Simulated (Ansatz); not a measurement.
# Static equation of state of glassy 60SiO2-30Al2O3-5Li2O-5TiO2 (mol %) (72 atoms)

Density of this cell: 2.79 g/cm³. The cell holds 72 atoms: 12 Si, 12 Al, 2 Li, 1 Ti and 45 O. Cell: a = 9.692 Å, b = 9.308 Å, c = 9.528 Å, α = 92.4°, β = 90.3°, γ = 89.3°. The starting structure: 72 atoms (12 Si, 12 Al, 2 Li, 1 Ti, 45 O) placed at random at 2.57 g/cm³, melted at 4000 K for 10 ps at fixed volume with the Morse and Coulomb pair potential with partial charges (Pedone, Malavasi, Menziani, Cormack and Segre, J. Phys. Chem. B 110, 11780 (2006)). Quenched from 4000 K to 300 K at 20 K/ps and fixed volume, held 10 ps at zero pressure.

Calculated with Ansatz 0.2.0: Kohn-Sham DFT, LDA, PAW (set soft_2), plane waves; cutoff 420 eV, Γ point, fermi-dirac smearing of 0.025 eV. Cell and atoms were relaxed first, to V0 = 11.926 Å³ an atom at a residual P0 = 0.002 GPa. The cell was then scaled evenly, and the atoms were relaxed at each volume.

| volume (Å³/atom) | pressure (GPa) |
| --- | --- |
| 10.733 | 8.007 |
| 11.210 | ? |
| 11.568 | 2.850 |
| 12.283 | -2.516 |
| 12.641 | -4.910 |

**Question.** Fit the third-order Birch–Murnaghan equation to the rows given and interpolate to the withheld row.

Worked fit:

Take the Eulerian strain f = ½[(V0/V)^(2/3) − 1] and the normalised pressure F = (P − P0) / [3f(1 + 2f)^(5/2)]. The third-order Birch–Murnaghan equation is then the line F = B0 + (3/2)B0(B′ − 4) f, so u = f and v = F.

| u = f | v = F (GPa) |
| --- | --- |
| 0.0363825 | 61.5254 |
| 0.0102569 | 87.9498 |
| -0.00975638 | 90.3908 |
| -0.0190501 | 94.7137 |

With n = 4: mean u = 0.00445823, mean v = 83.6449, Σ(u − ū)² = 0.0018075, Σ(u − ū)(v − v̄) = -1.0373. Slope b = -1.0373 / 0.0018075 = -573.89; intercept a = v̄ − b ū = 86.203.

So B0 = a = 86.2 GPa and B′ = 4 + 2b/(3a) = -0.438. At the withheld volume f = 0.02106, F = a + b f = 74.12 GPa, and P = P0 + 3f(1 + 2f)^(5/2) F.

Prediction at 11.210: 5.193 GPa. The run gave 5.883 GPa, so the fit is low by 0.69 GPa (12 % of the value).

The series isn't one smooth equation of state: even a line fitted to all rows, the withheld one included, misses F by up to 12.4 %, the count of bonds changes along the series and an atom moves over 0.5 Å in some relaxation. B0 and B′ are then only the numbers of this fit, not moduli of the material. Among the rows given, the largest miss of the fit is at 10.733, by 0.49 GPa (3.8 % of the range of the table).

Limits: Static cells at zero temperature; the cell shape is held. The program notes that the SCF threshold of these relaxations is loose for the stress. The quench rate of 20 K/ps is many orders above laboratory rates, so the cell is likely richer in defects and strain than a real sample. The network of bonds at the start is that of the classical potential that made the cell, and needn't be the one that DFT or experiment would give. Only the Γ point is sampled, in a cell whose shortest periodic width is 9 Å.

[Hosts, paths, dates, database ids (printed as entryN), source tags and the programs' standing remarks are cut or masked in the printed files.]
